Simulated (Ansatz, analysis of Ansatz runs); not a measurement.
# A hop of H in Y2S2O (P2_1/c), charge +1, part 2 of 2

Wanted: path and barrier of a jump of H in Y2S2O (P2_1/c) at charge +1. The case: H transfer from S to O, in a cell of 40 host atoms with 1 H put in.

Ansatz 0.2.0; plane-wave PAW DFT, LDA; relaxation of all atoms of a defect supercell at fixed charge in a uniform background.

So far. Step 2 (Relaxation of the start point, charge +1): Atoms that came to bonding distance: O40–H41 1.03 Å (from 1.75).

### 3. Relaxation of the end point, charge +1

The end point is relaxed in the same cell and settings, so that the two energies compare.

Contents of qp1.end/input.yaml:

```yaml
crystal:
  lattice:
    - [-1.13015362, 6.77967326, 6.64216654]
    - [6.96905609, 0.0, 6.6185272]
    - [8.09920971, 6.77967326, -0.02363934]
  atoms:
    - { symbol: "Y", position: [0.41656441, 0.33381268, 0.52911366] }
    - { symbol: "Y", position: [0.91656441, 0.83381268, 0.02911366] }
    - { symbol: "Y", position: [0.02911366, 0.72050925, 0.41656441] }
    - { symbol: "Y", position: [0.52911366, 0.22050925, 0.91656441] }
    - { symbol: "Y", position: [0.08343559, 0.16618732, 0.97088634] }
    - { symbol: "Y", position: [0.58343559, 0.66618732, 0.47088634] }
    - { symbol: "Y", position: [0.47088634, 0.77949075, 0.08343559] }
    - { symbol: "Y", position: [0.97088634, 0.27949075, 0.58343559] }
    - { symbol: "Y", position: [0.05592475, 0.6239137, 0.80025064] }
    - { symbol: "Y", position: [0.55592475, 0.1239137, 0.30025064] }
    - { symbol: "Y", position: [0.30025064, 0.51991091, 0.05592475] }
    - { symbol: "Y", position: [0.80025064, 0.01991091, 0.55592475] }
    - { symbol: "Y", position: [0.44407525, 0.8760863, 0.69974936] }
    - { symbol: "Y", position: [0.94407525, 0.3760863, 0.19974936] }
    - { symbol: "Y", position: [0.19974936, 0.98008909, 0.44407525] }
    - { symbol: "Y", position: [0.69974936, 0.48008909, 0.94407525] }
    - { symbol: S, position: [0.16263204, 0.80732031, 0.11562367] }
    - { symbol: S, position: [0.66263204, 0.30732031, 0.61562367] }
    - { symbol: S, position: [0.23768224, 0.18941516, 0.12924741] }
    - { symbol: S, position: [0.73768224, 0.68941516, 0.62924741] }
    - { symbol: S, position: [0.26231776, 0.31058484, 0.37075259] }
    - { symbol: S, position: [0.76231776, 0.81058484, 0.87075259] }
    - { symbol: S, position: [0.37075259, 0.5563448, 0.76231776] }
    - { symbol: S, position: [0.87075259, 0.0563448, 0.26231776] }
    - { symbol: S, position: [0.11562367, 0.41442398, 0.66263204] }
    - { symbol: S, position: [0.61562367, 0.91442398, 0.16263204] }
    - { symbol: S, position: [0.33736796, 0.69267969, 0.38437633] }
    - { symbol: S, position: [0.83736796, 0.19267969, 0.88437633] }
    - { symbol: S, position: [0.38437633, 0.08557602, 0.83736796] }
    - { symbol: S, position: [0.88437633, 0.58557602, 0.33736796] }
    - { symbol: S, position: [0.12924741, 0.9436552, 0.73768224] }
    - { symbol: S, position: [0.62924741, 0.4436552, 0.23768224] }
    - { symbol: O, position: [0.43980694, 0.91052819, 0.4728954] }
    - { symbol: O, position: [0.93980694, 0.41052819, 0.9728954] }
    - { symbol: O, position: [0.0271046, 0.82323053, 0.56019306] }
    - { symbol: O, position: [0.5271046, 0.32323053, 0.06019306] }
    - { symbol: O, position: [0.06019306, 0.58947181, 0.0271046] }
    - { symbol: O, position: [0.56019306, 0.08947181, 0.5271046] }
    - { symbol: O, position: [0.4728954, 0.67676947, 0.93980694] }
    - { symbol: O, position: [0.9728954, 0.17676947, 0.43980694] }
    - { symbol: H, position: [0.873946, 0.218432, 0.495777] }
total_charge: 1
basis:
  ecutwfc: 420
  xc_grid: 2
hamiltonian:
  xc: lda
kpoints:
  mp_grid: { grid: [1, 1, 1], shift: [0.25, 0.25, 0.25] }
scf:
  occupations: { method: fixed }
  max_iter: 100
output:
  forces: true
relax:
  f_tol: 0.02
  max_steps: 70
  random_displacement: { amplitude: 0.03, seed: 9815 }
```

Run with:

```
$ ansatz run input.yaml --threads 4 --pin off --max-ram 7536MiB --backend cpu --events-out ev --progress --plain --runs-dir out
```

Output:

```text
[...]
Crystal: 41 atoms, lattice volume = 729.080 Å³
Basis set: ecut = 420 eV, 14223 PW (Γ), exchange–correlation on 128×144×144 points (8 copies of the dense FFT grid, shifted against one another)
Bands: 201, of which v1, the nominal top of the filled ones, is band 160 counted from 1 (159 counted from 0)
Symmetry: 1 space group operations
k-points: 1
[...]
SCF iter   1: F=—  HF=-78397.843433 eV  |F-HF|=—  |Δ(HF+E_count)|=         —  Δρ=8.66e-3  dr2=7.56e-1  ethr=1.77e-3  ⟨swp⟩=4.0  Hψ=569  notcnv=0  defer=38
[...]
SCF iter   7: F=-78397.621901 eV  HF=-78397.621901 eV  |F-HF|=4.28e-7  |Δ(HF+E_count)|=   6.35e-6  Δρ=1.73e-5  dr2=1.80e-6  ethr=3.12e-9  ⟨swp⟩=5.0  Hψ=668  notcnv=0
SCF 1 converged in 7 iterations: F = -78397.621901 eV  dr2 = 1.80e-6
[...]
--- Relaxed structure (7 steps of the walk, 7 accepted, 0 SCFs on fresh bases) ---
  F+E_penalty+E_count = -78398.96160084 eV   max|allowed force component| = 1.518e-2 eV/Å
  atoms:
    - { symbol: Y, position: [0.419693, 0.330932, 0.528580] }
    - { symbol: Y, position: [0.918742, 0.833251, 0.031152] }
    [... 5 atoms left out ...]
    - { symbol: Y, position: [0.976857, 0.285733, 0.596630] }
    [... 3 atoms left out ...]
    - { symbol: Y, position: [0.794761, -0.007503, 0.568860] }
    [... 1 atom left out ...]
    - { symbol: Y, position: [0.943221, 0.386228, 0.185980] }
    [... 3 atoms left out ...]
    - { symbol: S, position: [0.667041, 0.305364, 0.614328] }
    [... 11 atoms left out ...]
    - { symbol: S, position: [0.888646, 0.581938, 0.338493] }
    [... 1 atom left out ...]
    - { symbol: S, position: [0.629418, 0.440032, 0.237977] }
    [... 2 atoms left out ...]
    - { symbol: O, position: [0.031121, 0.823717, 0.557990] }
    [... 2 atoms left out ...]
    - { symbol: O, position: [0.558762, 0.081787, 0.530931] }
    [... 1 atom left out ...]
    - { symbol: O, position: [0.951512, 0.187238, 0.442058] }
    - { symbol: H, position: [0.844171, 0.257771, 0.472503] }
[key lines of the parts left out:]
SCF converged after 4 iterations
Free energy (F): -78398.961601 eV
Fermi energy:    9.096731 eV
```

Elapsed: 27 s, on 4 threads of Arm Neoverse V2, shared host; peak memory 0.9 GiB.

Step by step:

| step | energy less that of the first step (eV) | largest force component (eV/Å) |
| --- | --- | --- |
| 1 | 0.0000 | 2.9840 |
| 2 | -1.0857 | 0.8890 |
| 3 | -1.2902 | 0.2081 |
| 4 | -1.3255 | 0.1412 |
| 5 | -1.3332 | 0.2867 |
| 6 | -1.3397 | 0.0149 |
| 7 | -1.3397 | 0.0152 |

The atoms that moved most (Å, from the sites as typed, ahead of the random displacement, the mean shift of all atoms taken out):

| atom | dx | dy | dz | length |
| --- | --- | --- | --- | --- |
| H41 | 0.121 | -0.364 | 0.063 | 0.389 |
| Y12 | -0.078 | 0.046 | -0.219 | 0.237 |
| Y8 | 0.146 | 0.126 | 0.080 | 0.208 |
| O40 | 0.118 | -0.134 | -0.073 | 0.193 |
| Y14 | -0.038 | -0.104 | 0.061 | 0.126 |
| S22 | 0.003 | 0.067 | -0.033 | 0.075 |
| Y13 | 0.009 | -0.035 | -0.064 | 0.074 |
| S31 | 0.003 | -0.072 | -0.006 | 0.072 |

Neighbours of H41 at the end:

| atom | distance (Å) |
| --- | --- |
| O40 | 1.035 |
| S18 | 1.905 |
| Y8 | 2.295 |
| Y12 | 2.341 |
| Y14 | 2.505 |
| S30 | 2.758 |
| S32 | 3.078 |
| Y15 | 3.431 |
| O38 | 3.454 |

Read from the output:

| Quantity | Value |
| --- | --- |
| free energy | -78398.9616 eV |
| largest move from the ideal geometry of this structure, a common shift of the far atoms taken out | 0.4008 Å |

The relaxation gained 1.340 eV and ended with a largest force component of 0.015 eV/Å. The end lies within 1 meV of the start.

### 4. No path, charge +1

Analysis of the runs above: comparison of two relaxed ends, LDA.

It gives:

| Quantity | Value |
| --- | --- |
| outcome | both ends relax to one structure |
| largest difference | 0.003809 Å |
| energy difference | 1.03e-4 eV |

### 5. Outcome

```
outcome : both ends relax to one structure
```

In words: Start and end fell into one minimum, so this jump is not between two stable places at this charge. What this leaves open: one k-point off the zone centre stands for the whole zone.

[Long decimals in the printed logs are rounded to 6 places.]

[Repeated set-up lines and some long k-point lines are left out of the logs, and relaxed atomic positions are cut to six decimals.]

[Logs are printed without paths, hosts, clocks, repeated set-up lines and the standing remarks that a program may print on its own settings, such as how far it seeks lower states.]

[Hosts, paths, dates, database ids (printed as entryN), source tags and the programs' standing remarks are cut or masked in the printed files.]
